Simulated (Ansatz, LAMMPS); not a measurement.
**Liquid Al9Ni, relaxed from a frame at 1795 K (100 atoms), step 2 of a relaxation**

This is step 2 of a relaxation. Method: Kohn-Sham DFT, PBE, PAW (set soft_2), plane waves (Ansatz 0.2.0); cutoff 420 eV, k-mesh 2×2×2, cold smearing of 0.15 eV, spin polarised, started with 10 parallel moments, ending at 0.0 μB in the cell; density 2.65 g/cm³.

Cell vectors (Å):

```
12.363 0.000 0.000
0.000 12.363 0.000
0.000 0.000 12.363
```

Positions (Å):

```
1 Al 3.593 9.543 0.004
2 Al 1.752 5.695 1.887
3 Al 0.529 3.838 10.956
4 Al 11.495 2.906 7.088
5 Al 4.776 3.888 5.922
6 Al 9.691 1.938 10.127
7 Al 2.670 5.192 6.809
8 Al 11.086 6.323 10.899
9 Al 0.782 0.210 2.695
10 Al 12.308 10.552 9.796
11 Al 10.617 5.177 6.133
12 Al 8.424 1.377 5.493
13 Al 7.291 10.333 9.100
14 Al 7.865 10.429 0.016
15 Al 1.833 9.918 7.130
16 Al 3.886 5.969 4.004
17 Al 4.179 3.958 9.097
18 Al 1.155 10.068 4.411
19 Al 7.229 1.893 3.106
20 Al 0.741 4.484 5.154
21 Al 0.318 2.143 0.574
22 Al 2.525 0.503 4.670
23 Al 7.539 5.548 9.883
24 Al 5.679 6.949 5.780
25 Al 9.769 0.023 12.014
26 Al 10.507 3.607 12.048
27 Al 8.746 5.827 12.062
28 Al 10.702 3.065 4.169
29 Al 3.544 10.592 9.429
30 Al 7.183 2.026 0.212
31 Al 7.771 7.947 8.072
32 Al 9.885 9.032 10.295
33 Al 9.685 11.738 9.148
34 Al 4.623 5.718 1.317
35 Al 1.883 8.222 9.627
36 Al 10.228 7.462 7.896
37 Al 1.632 7.531 3.734
38 Al 3.692 0.786 2.353
39 Al 8.779 5.558 3.235
40 Al 5.491 11.173 2.155
41 Al 0.093 1.204 9.009
42 Al 1.796 6.186 11.709
43 Al 11.422 7.249 4.627
44 Al 3.757 7.616 7.752
45 Al 4.178 3.454 2.411
46 Al 2.595 1.004 10.065
47 Al 11.219 0.454 5.387
48 Al 6.634 2.867 10.133
49 Al 1.599 1.826 6.721
50 Al 1.315 3.974 8.595
51 Al 1.233 7.483 6.267
52 Al 4.184 6.505 10.124
53 Al 5.501 11.319 11.444
54 Al 4.522 1.440 8.122
55 Al 0.536 8.491 11.742
56 Al 10.846 11.181 3.314
57 Al 4.173 10.735 4.795
58 Al 8.476 2.464 7.880
59 Al 6.857 4.268 4.393
60 Al 5.381 9.605 6.799
61 Al 10.765 10.070 0.635
62 Al 6.606 0.036 6.630
63 Al 1.434 3.148 2.729
64 Al 8.420 7.533 1.559
65 Al 5.814 5.664 7.948
66 Al 8.935 3.780 1.593
67 Al 0.146 12.172 12.081
68 Al 5.351 8.251 1.490
69 Al 1.050 9.878 1.569
70 Al 6.165 6.648 11.856
71 Al 3.291 12.071 7.108
72 Al 10.222 4.641 9.011
73 Al 6.658 0.379 9.265
74 Al 2.955 12.090 12.345
75 Al 10.021 8.783 3.226
76 Al 7.510 9.470 2.681
77 Al 11.595 7.282 1.600
78 Al 3.365 9.235 2.679
79 Al 7.921 9.380 5.458
80 Al 5.515 8.898 10.518
81 Al 8.358 12.002 2.392
82 Al 3.174 3.194 11.481
83 Al 11.571 10.947 7.313
84 Al 0.257 6.453 8.397
85 Al 11.763 5.009 2.376
86 Al 8.703 6.958 5.392
87 Al 10.521 1.393 2.144
88 Al 9.278 11.224 6.281
89 Al 5.054 1.404 4.628
90 Al 8.081 4.967 6.970
91 Ni 5.648 8.928 4.118
92 Ni 2.873 2.979 4.670
93 Ni 6.527 11.080 4.317
94 Ni 6.202 3.184 7.799
95 Ni 3.401 8.401 5.518
96 Ni 4.580 1.279 11.684
97 Ni 6.408 3.733 1.692
98 Ni 0.506 1.988 4.667
99 Ni 5.460 4.158 11.867
100 Ni 6.035 6.807 3.348
```

Predict the forces.

Columns: atom, fx, fy, fz (forces in eV/Å).

```
1 -0.730 -0.308 -0.171
2 1.390 0.151 -0.010
3 -0.016 0.240 0.278
4 -0.258 -0.442 -0.293
5 -0.051 -0.245 0.163
6 -0.018 -0.031 0.030
7 0.279 0.240 -0.232
8 0.540 0.322 0.213
9 -0.094 0.160 -0.136
10 0.151 -0.143 0.327
11 0.090 0.166 0.006
12 0.844 0.456 -0.888
13 0.249 -0.473 0.005
14 0.045 -0.432 0.018
15 0.050 -0.044 0.336
16 -0.365 -0.098 -0.076
17 -0.154 -0.198 -0.098
18 0.072 0.488 0.151
19 -0.237 0.060 -0.330
20 -0.079 -0.161 -0.331
21 0.340 0.549 0.182
22 -0.718 -0.239 0.049
23 0.120 -0.294 -0.810
24 0.185 0.617 -0.709
25 -0.298 0.302 0.141
26 0.316 0.080 -0.497
27 0.520 -0.208 0.405
28 -0.321 0.408 0.355
29 -0.232 -0.037 -0.046
30 -0.359 -0.401 -0.040
31 -1.037 -0.242 -0.145
32 -0.116 0.150 0.209
33 -0.034 -0.051 0.101
34 -0.080 -0.286 0.179
35 0.534 0.360 -0.353
36 0.619 -0.130 -0.059
37 -0.196 -0.218 -0.339
38 -0.066 0.120 -0.715
39 0.369 0.638 0.451
40 -0.211 -0.049 -0.405
41 -0.198 -0.286 0.274
42 0.242 -0.236 -0.677
43 0.497 -0.555 0.145
44 -0.023 0.182 -0.024
45 -0.220 -0.550 0.542
46 -0.015 -0.233 -0.493
47 0.128 0.291 0.024
48 -0.126 0.167 0.125
49 0.418 0.432 0.590
50 0.147 -0.702 -0.079
51 0.056 -0.102 -0.027
52 -0.327 -0.404 0.147
53 0.090 0.894 0.195
54 0.844 1.420 0.339
55 -0.951 0.504 0.364
56 0.226 0.235 -0.143
57 -0.559 0.562 -0.296
58 0.320 -0.235 0.277
59 -0.430 0.162 -0.431
60 0.298 0.085 0.229
61 -0.035 -0.498 -0.072
62 -0.898 -0.666 0.137
63 -0.077 -0.205 -0.030
64 -0.129 -0.412 -0.902
65 -0.772 0.272 0.340
66 -0.327 -0.927 0.256
67 0.141 -0.978 -0.368
68 1.065 -0.006 -0.012
69 0.002 0.334 0.126
70 0.510 -0.055 0.195
71 -0.472 -1.198 -0.395
72 -0.177 -0.287 -0.221
73 0.287 0.536 0.602
74 -0.367 -0.236 0.416
75 -0.311 0.101 0.018
76 -0.394 0.716 0.629
77 -0.038 1.322 -0.609
78 -0.109 0.308 0.871
79 -0.994 -0.589 -0.417
80 0.101 -0.607 -0.274
81 -0.007 0.023 -0.218
82 -0.116 0.610 0.706
83 0.884 -0.158 0.126
84 -0.192 -0.532 0.438
85 -1.062 -1.661 0.665
86 0.006 0.194 -0.021
87 -0.131 -0.299 -0.333
88 -0.042 0.862 0.222
89 0.091 0.003 0.368
90 0.044 -0.448 0.303
91 -0.774 0.061 0.371
92 0.401 0.432 0.191
93 0.933 1.565 0.575
94 -0.205 0.635 -0.222
95 -0.056 0.065 -0.612
96 0.659 0.330 -0.314
97 0.828 0.494 0.696
98 -0.110 0.078 -0.213
99 -0.362 -0.080 -0.506
100 0.745 -1.506 -0.508
```

In the spin-polarised runs the search for a state of lower energy was switched off. The network of bonds at the start is that of the classical potential that made the cell. The run was spin polarised, started with 10 parallel moments, ending at 0.0 μB in the cell; the starting moments vanished. The moments were started parallel, whereas the real liquid is a paramagnet at this temperature.

The r.m.s. force component is 0.454 eV/Å; the longest force, 2.08 eV/Å, acts on Al85. The energy lies 108.5 meV/atom below that of the first step of this run.

[Logs are printed without paths, hosts, clocks, repeated set-up lines and the standing remarks that a program may print on its own settings, such as how far it seeks lower states.]

[Hosts, paths, dates, database ids (printed as entryN), source tags and the programs' standing remarks are cut or masked in the printed files.]
